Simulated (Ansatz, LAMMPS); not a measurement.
# Structural relaxation of a frame of liquid (Cs,Li)(Br,Cl) from 1000 K (118 atoms)

Aim: bring a frame of liquid (Cs,Li)(Br,Cl) from 1000 K (118 atoms) to a nearby minimum of the energy and see what moves.

Calculated with Ansatz 0.2.0; Kohn-Sham DFT, RPBE, PAW (set soft_2), plane waves.

## (1) The starting structure

The cell holds 118 atoms: 20 Cs, 39 Li, 41 Br and 18 Cl. Cell: a = 16.350 Å, b = 16.350 Å, c = 16.350 Å, α = 90.0°, β = 90.0°, γ = 90.0°. 118 atoms (20 Cs, 39 Li, 41 Br, 18 Cl) placed at random at 2.6 g/cm³, melted at 1800 K for 10 ps at fixed volume with the Lennard-Jones and Coulomb ion parameters for SPC/E (Joung and Cheatham, J. Phys. Chem. B 112, 9020 (2008)), full charges. Snapshot at the end of a hold of 20 ps at 1000 K and fixed volume.

What the set-up can't give: The starting topology of bonds comes from the classical model. The ion parameters were fitted for water, not for melts, so the starting structure of this cell may lie well off the real melt's. Sampling is at Γ alone, for a cell whose shortest periodic width is 16 Å. Spin–orbit coupling is left out, which matters for the levels of the heavy elements.

## (2) Making the structure

A classical potential supplies the starting structure, since it reaches far longer times than DFT.

This step: classical MD, Lennard-Jones and Coulomb ion parameters for SPC/E (Joung and Cheatham, J. Phys. Chem. B 112, 9020 (2008)), full charges (LAMMPS 22 Jul 2025 - Update 4).

File in.lmp:

```
# melt-quench of Cs20Li39Br41Cl18
units metal
atom_style charge
boundary p p p
region box block 0 16.3496 0 16.3496 0 16.3496
create_box 4 box
mass 1 132.9055   # Cs
mass 2 6.9400   # Li
mass 3 79.9040   # Br
mass 4 35.4500   # Cl
create_atoms 1 random 20 19901 NULL overlap 2.2 maxtry 2000
create_atoms 2 random 39 19908 NULL overlap 2.2 maxtry 2000
create_atoms 3 random 41 19915 NULL overlap 2.2 maxtry 2000
create_atoms 4 random 18 19922 NULL overlap 2.2 maxtry 2000
pair_style lj/cut/coul/long 9.0
pair_modify mix arithmetic tail yes
pair_coeff 1 1 0.003897 3.6010   # Cs
pair_coeff 2 2 0.014602 1.4094   # Li
pair_coeff 3 3 0.001169 4.9017   # Br
pair_coeff 4 4 0.000554 4.8305   # Cl
set type 1 charge 1
set type 2 charge 1
set type 3 charge -1
set type 4 charge -1
kspace_style pppm 1.0e-4
neigh_modify delay 0 every 1 check yes
thermo_style custom step time temp pe press density
thermo_modify norm yes
timestep 0.002
thermo 100
min_style cg
minimize 1e-4 1e-4 200 2000
reset_timestep 0
velocity all create 1800 19902 mom yes dist gaussian
# [... 14 lines left out ...]
compute msd all msd com yes
thermo 2500
fix md all nvt temp 1000 1000 0.2
run 10000 post no
print "== T1000: mean square displacement over the hold $(c_msd[4]:%.2f) A^2"
unfix md
uncompute msd
write_dump all custom T1000.dump id type xs ys zs modify sort id
```

Launch:

```bash
$ lmp -in in.lmp -log none -nocite
```

Numbers of over 12 decimals in the logs are rounded to 6 here.

Log:

```text
LAMMPS (22 Jul 2025 - Update 4)
Created orthogonal box = (0 0 0) to (16.3496 16.3496 16.3496)
Created 20 atoms
Created 39 atoms
Created 41 atoms
Created 18 atoms
PPPM initialization ...
  G vector (1/distance) = 0.31552138
  grid = 12 12 12
  estimated relative force accuracy = 4.8745361e-05
   Step          Time           Temp          PotEng         Press         Density
         0   0              0              3.7002263      893329.43      2.59998
        96   0.192          0             -3.8917715     -3255.1077      2.59998
Loop time of 0.0362698 s on 1 MPI rank(s) for 96 steps with 118 atoms
Minimization stats:
  Stopping criterion = energy tolerance
  Energy initial, next-to-last, final =
      3.70022627126472  -3.89138374428725  -3.89177153145652
  Force two-norm initial, final = 943.45905 0.70349597
  Iterations, force evaluations = 96 111
   Step          Time           Temp          PotEng         Press         Density
         0   0              1800          -3.8917715      3397.9411      2.59998
       500   1              1315.035      -3.7487816      7381.2654      2.59998
      1000   2              1202.1862     -3.748861       7863.205       2.59998
Loop time of 0.27228 s on 1 MPI rank(s) for 1000 steps with 118 atoms
   Step          Time           Temp          PotEng         Press         Density
      1000   2              1202.1862     -3.748861       7863.205       2.59998
      1666   3.332          1723.6627     -3.6617365      8995.3574      2.59998
      2499   4.998          1699.6296     -3.6543906      11253.947      2.59998
      3332   6.664          1613.2827     -3.6455945      9633.4872      2.59998
      4165   8.33           1788.8103     -3.621426       15189.988      2.59998
      4998   9.996          1879.4608     -3.6556908      9200.0989      2.59998
      5831   11.662         1801.4126     -3.6224147      16172.604      2.59998
[... 1 line left out ...]
Loop time of 1.41375 s on 1 MPI rank(s) for 5000 steps with 118 atoms
   Step          Time           Temp          PotEng         Press         Density
[... 5 lines left out ...]
Loop time of 0.691971 s on 1 MPI rank(s) for 2500 steps with 118 atoms
   Step          Time           Temp          PotEng         Press         Density
[... 2 lines left out ...]
     12500   25             901.98181     -3.8086827      991.0004       2.59998
     15000   30             1101.8718     -3.7858843      436.39966      2.59998
     17500   35             934.21783     -3.7794146     -184.59364      2.59998
     18500   37             1039.0206     -3.798996      -957.6777       2.59998
Loop time of 2.72144 s on 1 MPI rank(s) for 10000 steps with 118 atoms
== T1000: mean square displacement over the hold 28.54 A^2
```

Wall time 5.2 s (1 thread of Arm Neoverse V2, shared host); peak memory 0.071 GiB.

## (3) Single point at the start

A single point comes first, to see the forces before anything moves.

File input.yaml:

```yaml
crystal:
  lattice:
    - [16.3496, 0.0, 0.0]
    - [0.0, 16.3496, 0.0]
    - [0.0, 0.0, 16.3496]
  atoms:
    - { symbol: Cs, position: [0.60844, 0.63073, 0.84569] }
    - { symbol: Cs, position: [0.21994, 0.99421, 0.49274] }
    - { symbol: Cs, position: [0.538, 0.37737, 0.52673] }
    - { symbol: Cs, position: [0.68105, 0.17515, 0.06822] }
    - { symbol: Cs, position: [0.01364, 0.8002, 0.59787] }
    - { symbol: Cs, position: [0.76373, 0.83634, 0.32185] }
    - { symbol: Cs, position: [0.37569, 0.6071, 0.92205] }
    - { symbol: Cs, position: [0.40204, 0.65484, 0.60026] }
    - { symbol: Cs, position: [0.4294, 0.36802, 0.77521] }
    - { symbol: Cs, position: [0.26348, 0.07088, 0.82162] }
    - { symbol: Cs, position: [0.44603, 0.54197, 0.16849] }
    - { symbol: Cs, position: [0.84831, 0.21227, 0.43224] }
    - { symbol: Cs, position: [0.14673, 0.37271, 0.8569] }
    - { symbol: Cs, position: [0.82677, 0.33814, 0.82584] }
    - { symbol: Cs, position: [0.47189, 0.06483, 0.52571] }
    - { symbol: Cs, position: [0.73553, 0.64606, 0.54724] }
    - { symbol: Cs, position: [0.05279, 0.46899, 0.26262] }
    - { symbol: Cs, position: [0.66392, 0.87255, 0.92191] }
    - { symbol: Cs, position: [0.02289, 0.67344, 0.00416] }
    - { symbol: Cs, position: [0.05646, 0.0943, 0.9457] }
    - { symbol: Li, position: [0.95759, 0.38133, 0.06114] }
    - { symbol: Li, position: [0.33242, 0.00726, 0.06111] }
    - { symbol: Li, position: [0.22236, 0.09926, 0.24574] }
    - { symbol: Li, position: [0.46945, 0.13888, 0.2382] }
    - { symbol: Li, position: [0.4975, 0.74, 0.34776] }
    - { symbol: Li, position: [0.26094, 0.3159, 0.58229] }
    - { symbol: Li, position: [0.31843, 0.78397, 0.20586] }
    - { symbol: Li, position: [0.17919, 0.51109, 0.5618] }
    - { symbol: Li, position: [0.81152, 0.3758, 0.27732] }
    - { symbol: Li, position: [0.99518, 0.96848, 0.3757] }
    - { symbol: Li, position: [0.57973, 0.70543, 0.08488] }
    - { symbol: Li, position: [0.23612, 0.37973, 0.10932] }
    - { symbol: Li, position: [0.85993, 0.67195, 0.13608] }
    - { symbol: Li, position: [0.43313, 0.86285, 0.88926] }
    - { symbol: Li, position: [0.22202, 0.79357, 0.746] }
    - { symbol: Li, position: [0.60283, 0.33376, 0.21765] }
    - { symbol: Li, position: [0.04501, 0.74562, 0.33275] }
    - { symbol: Li, position: [0.69571, 0.07845, 0.3567] }
    - { symbol: Li, position: [0.38778, 0.24317, 0.02959] }
    - { symbol: Li, position: [0.33794, 0.35588, 0.3392] }
    - { symbol: Li, position: [0.9228, 0.13891, 0.18824] }
    - { symbol: Li, position: [0.69165, 0.56758, 0.29281] }
    - { symbol: Li, position: [0.10139, 0.61686, 0.75473] }
    - { symbol: Li, position: [0.90547, 0.55212, 0.49392] }
    - { symbol: Li, position: [0.21745, 0.79848, 0.97634] }
    - { symbol: Li, position: [0.8906, 0.58237, 0.7884] }
    - { symbol: Li, position: [0.96972, 0.42506, 0.63359] }
    - { symbol: Li, position: [0.99374, 0.87922, 0.84335] }
    - { symbol: Li, position: [0.81086, 0.06638, 0.89473] }
    - { symbol: Li, position: [0.84508, 0.00304, 0.63153] }
    - { symbol: Li, position: [0.45911, 0.8846, 0.6814] }
    - { symbol: Li, position: [0.53952, 0.91455, 0.18423] }
    - { symbol: Li, position: [0.66281, 0.84593, 0.5831] }
    - { symbol: Li, position: [0.27788, 0.53336, 0.3773] }
    - { symbol: Li, position: [0.11133, 0.90659, 0.19136] }
    - { symbol: Li, position: [0.73191, 0.5491, 0.03909] }
    - { symbol: Li, position: [0.56314, 0.10093, 0.80376] }
    - { symbol: Li, position: [0.01702, 0.12341, 0.63332] }
    - { symbol: Li, position: [0.83966, 0.96936, 0.12031] }
    - { symbol: Br, position: [0.51476, 0.96226, 0.81456] }
    - { symbol: Br, position: [0.38249, 0.76018, 0.77053] }
    - { symbol: Br, position: [0.89582, 0.04761, 0.76544] }
    - { symbol: Br, position: [0.54686, 0.02692, 0.3166] }
    - { symbol: Br, position: [0.40866, 0.23204, 0.61643] }
    - { symbol: Br, position: [0.06501, 0.05979, 0.20713] }
    - { symbol: Br, position: [0.26887, 0.69916, 0.08864] }
    - { symbol: Br, position: [0.70434, 0.2347, 0.28481] }
    - { symbol: Br, position: [0.77018, 0.53224, 0.88975] }
    - { symbol: Br, position: [0.90919, 0.87357, 0.9773] }
    - { symbol: Br, position: [0.66729, 0.13312, 0.4989] }
    - { symbol: Br, position: [0.79305, 0.91068, 0.52017] }
    - { symbol: Br, position: [0.9051, 0.70394, 0.43519] }
    - { symbol: Br, position: [0.27887, 0.4471, 0.2305] }
    - { symbol: Br, position: [0.31183, 0.15241, 0.35268] }
    - { symbol: Br, position: [0.6979, 0.92512, 0.12516] }
    - { symbol: Br, position: [0.31946, 0.37652, 0.97344] }
    - { symbol: Br, position: [0.4513, 0.19379, 0.87285] }
    - { symbol: Br, position: [0.49394, 0.01811, 0.08879] }
    [... 34 atom lines left out ...]
    - { symbol: Cl, position: [0.54884, 0.5578, 0.00636] }
    - { symbol: Cl, position: [0.50969, 0.77553, 0.9779] }
    - { symbol: Cl, position: [0.8259, 0.49091, 0.3792] }
    - { symbol: Cl, position: [0.01926, 0.49478, 0.76739] }
    - { symbol: Cl, position: [0.69212, 0.13553, 0.83336] }
    - { symbol: Cl, position: [0.12423, 0.88266, 0.05034] }
kpoints:
  mp_grid: { grid: [1, 1, 1] }
hamiltonian:
  xc: rpbe
scf:
  occupations: { method: fixed }
output:
  forces: true
  stress: true
  populations: intrinsic
  dos:
    method: { smearing: { sigma: 0.1 } }
    de: 0.1
    projected: { site_lists: { Br: [Br], Cl: [Cl], Cs: [Cs], Li: [Li] } }
  eigenvalues: true
```

Launch:

```bash
$ ansatz run input.yaml --threads 4 --pin off --max-ram 8192MiB --backend cpu --events-out ev --progress --plain --runs-dir out
```

Log:

```text
Engine: ansatz 0.2.0, aarch64-unknown-linux-gnu
Pseudopotentials: kind: paw
Pseudopotential: Cs, paw, valence charge 9, recommended cutoff 420 eV (normal), Cs.paw.azcp
Pseudopotential: Li, paw, valence charge 3, recommended cutoff 420 eV (normal), Li.paw.azcp
Pseudopotential: Br, paw, valence charge 7, recommended cutoff 420 eV (normal), Br.paw.azcp
Pseudopotential: Cl, paw, valence charge 7, recommended cutoff 420 eV (normal), Cl.paw.azcp
[... 5 lines on functional and potentials left out ...]
Crystal: 118 atoms, lattice volume = 4370.402 Å³
Basis set: ecut = 420 eV, 85471 PW (Γ), exchange–correlation on 240×240×240 points (8 copies of the dense FFT grid, shifted against one another)
Bands: 473, of which v1, the nominal top of the filled ones, is band 355 counted from 1 (354 counted from 0)
Symmetry: 1 space group operations
Space group: P1 (ITA 1), of the structure as read, at distance tolerance 1.6e-4 Å
k-points: 1
[... 12 lines on functional and potentials left out ...]
Initial density: superposition of atomic densities (neutral atoms: chi_scale 0, normalization atom), corrected by the library's trained network
Initial wavefunctions: pseudopotential atomic-orbital guess
Functional: x = rpbe, c = pbe(β = 0.066725)
SCF iter   1: F=—  HF=-255674.946395 eV  |F-HF|=—  |Δ(HF+E_count)|=         —  Δρ=1.84e-3  dr2=2.36e-1  ethr=1.77e-3  ⟨swp⟩=5.0  Hψ=1726  notcnv=0  defer=112
preconditioner: auto → Resta (q_TF=auto, 2.015 Å⁻¹)  ε∞=2.5  [insulator: Δε(μ)=3.445 eV  Ē_g=11.053 eV  n_scr=618 (ndim 8)  ℏωp=13.7 eV  f_vac=0.160  ε∞_Penn≈2.5]
SCF iter   2: F=—  HF=-255674.852382 eV  |F-HF|=—  |Δ(HF+E_count)|=   9.40e-2  Δρ=9.55e-4  dr2=5.80e-2  ethr=3.33e-5  ⟨swp⟩=4.0  Hψ=844  notcnv=0  defer=116
SCF iter   3: F=—  HF=-255674.847113 eV  |F-HF|=—  |Δ(HF+E_count)|=   5.27e-3  Δρ=2.10e-4  dr2=3.09e-3  ethr=8.17e-6  ⟨swp⟩=4.0  Hψ=540  notcnv=0  defer=116
SCF iter   4: F=—  HF=-255674.848192 eV  |F-HF|=—  |Δ(HF+E_count)|=   1.08e-3  Δρ=5.16e-5  dr2=1.87e-4  ethr=4.35e-7  ⟨swp⟩=3.0  Hψ=659  notcnv=0  defer=116
SCF iter   5: F=—  HF=-255674.848339 eV  |F-HF|=—  |Δ(HF+E_count)|=   1.47e-4  Δρ=1.54e-5  dr2=1.37e-5  ethr=2.64e-8  ⟨swp⟩=2.0  Hψ=679  notcnv=0  defer=116
SCF iter   6: F=—  HF=-255674.848395 eV  |F-HF|=—  |Δ(HF+E_count)|=   5.59e-5  Δρ=3.88e-6  dr2=1.03e-6  ethr=1.93e-9  ⟨swp⟩=2.0  Hψ=829  notcnv=0  defer=116
SCF iter   7: F=-255674.848397 eV  HF=-255674.848397 eV  |F-HF|=7.75e-8  |Δ(HF+E_count)|=   2.07e-6  Δρ=1.08e-6  dr2=9.07e-8  ethr=1.41e-11  ⟨swp⟩=25.0  Hψ=3854  notcnv=0
SCF 1 converged in 7 iterations: F = -255674.848397 eV  dr2 = 9.07e-8
  greatest PAW one-centre occupation: 1.000 electrons in one spin orbital (limit 2), on the Li atom at site 23 (counted from 0), in its partial waves of l = 0
SCF converged after 7 iterations
Free energy (F): -255674.848397 eV
Harris-Foulkes:  -255674.848397 eV  (|F-HF|=7.75e-8)
Internal energy: -255674.848397 eV  (E = F + TS)
E sigma→0 (E₀):  -255674.848397 eV
Fermi energy:    0.799884 eV
--- Per-component energies (eV) ---
  E_band       = -6776.403849
  E_kinetic    = 12096.810918
  E_local      = -31943.618710  (includes V_loc(G=0)·N_el)
  E_nonlocal   = 2651.726977
  E_hartree    = 10637.176099
  E_xc         = -16769.613207
  E_vxc        = -9554.735222  (∫ρ·V_xc dr)
  E_paw        = -206623.201216  (= ΣΔE_a)
  E_vpaw       = -1300.936732  (= ΣTr[D̂ρ^β])
  E_aug_tail   = 0.002068  (compensation charges beyond the density's cutoff)
  E_ewald      = -25719.883454
  E_core_change = -4.247870  (= ΣΔE_core)
  E_smearing   = -0.000000  (= −TS)
  E_closure    = -0.000000  (closes the sum)
  Σ components = -255674.848397   (vs F -255674.848397, Δ=0.00e0)
--- Forces (eV/Å), atoms counted from 1 ---
  atom   1  Cs    -0.38761966     0.07732373    -0.73472061
  atom   2  Cs     0.04456875     0.51259268    -0.00800642
  atom   3  Cs     0.40166266    -0.66917347    -0.14056664
  atom   4  Cs    -1.42373198     0.46504962     0.13823292
  atom   5  Cs     0.03586593     0.18486724    -0.40207960
  atom   6  Cs     0.11503554     0.37833603    -0.18606003
  atom   7  Cs    -0.58213817     0.01647507    -0.06866485
  atom   8  Cs    -0.55180105     0.35459361    -0.34408392
  atom   9  Cs     0.07172253     0.27576338     0.07776118
  atom  10  Cs     0.47661454     0.07007403    -0.27805750
  atom  11  Cs     0.04054050    -0.07319118     0.41564634
  atom  12  Cs     0.46212783     0.36688154     0.64525258
  atom  13  Cs    -0.10491747    -0.14915497    -0.01451124
  atom  14  Cs    -0.15870037    -0.22827348    -0.51125083
[...]
atom 117  Cl     0.39340227    -0.06440809     0.36331742
  atom 118  Cl    -0.29996022    -0.18084727     0.15855849
  max |Σ_I F_I| component: 7.19e-5 eV/Å
--- Stress (GPa, compression-positive) ---
        0.978441      -0.026580       0.024764
       -0.026579       0.495705      -0.309455
        0.024764      -0.309455       0.791430
  P = ⅓ Tr σ = 0.7552 GPa (7.552 kbar)
--- Band table (eV) ---
  k-point 0: bands = ["-45.5596", "-45.3051", "-45.2521", "-45.2392", [... 457 levels ...], "7.5821", "7.6039", "7.6154", "7.6275", "7.6326", "7.6767", "7.6916", "7.6960", "7.7229", "7.7270", "7.7526", "7.7870"]
--- intrinsic populations: 118 sites ---
  site symbol       q [e]
     0     Cs      8.1855
     1     Cs      8.1738
     2     Cs      8.1716
[...]
117     Cl      7.7764
  spilling = -0.000000 (of n_electrons = 710.000000)
```

Wall time 79 s (4 threads of Arm Neoverse V2, shared host); peak memory 5.6 GiB; 5.2 min of CPU time.

The column dr2 measures how far the density is from self-consistency, as an energy; F and HF (Harris–Foulkes) agree once it is small.

The run gave:

```
free energy                                      : -255674.8484 eV
free energy per atom                             : -2166.7360 eV/atom
SCF cycles                                       : 7
pressure                                         : 0.7552 GPa
r.m.s. force component                           : 0.3237 eV/Å
longest force                                    : 1.504 eV/Å
Fermi energy                                     : 0.7999 eV
gap (highest filled to lowest empty level) : 3.467 eV
```

The r.m.s. force component of 0.32 eV/Å and the pressure of 0.76 GPa set the starting point.

Length of the force by element:

| element | coordination | atoms | mean length of the force (eV/Å) | spread | least | most |
| --- | --- | --- | --- | --- | --- | --- |
| Br | all | 41 | 0.556 | 0.270 | 0.144 | 1.39 |
| Cl | all | 18 | 0.454 | 0.188 | 0.160 | 0.759 |
| Cs | all | 20 | 0.617 | 0.273 | 0.183 | 1.50 |
| Li | all | 39 | 0.429 | 0.141 | 0.154 | 0.694 |

(Part 1 of 3 ends here.)

[Logs are printed without paths, hosts, clocks, repeated set-up lines and the standing remarks that a program may print on its own settings, such as how far it seeks lower states.]

[Hosts, paths, dates, database ids (printed as entryN), source tags and the programs' standing remarks are cut or masked in the printed files.]
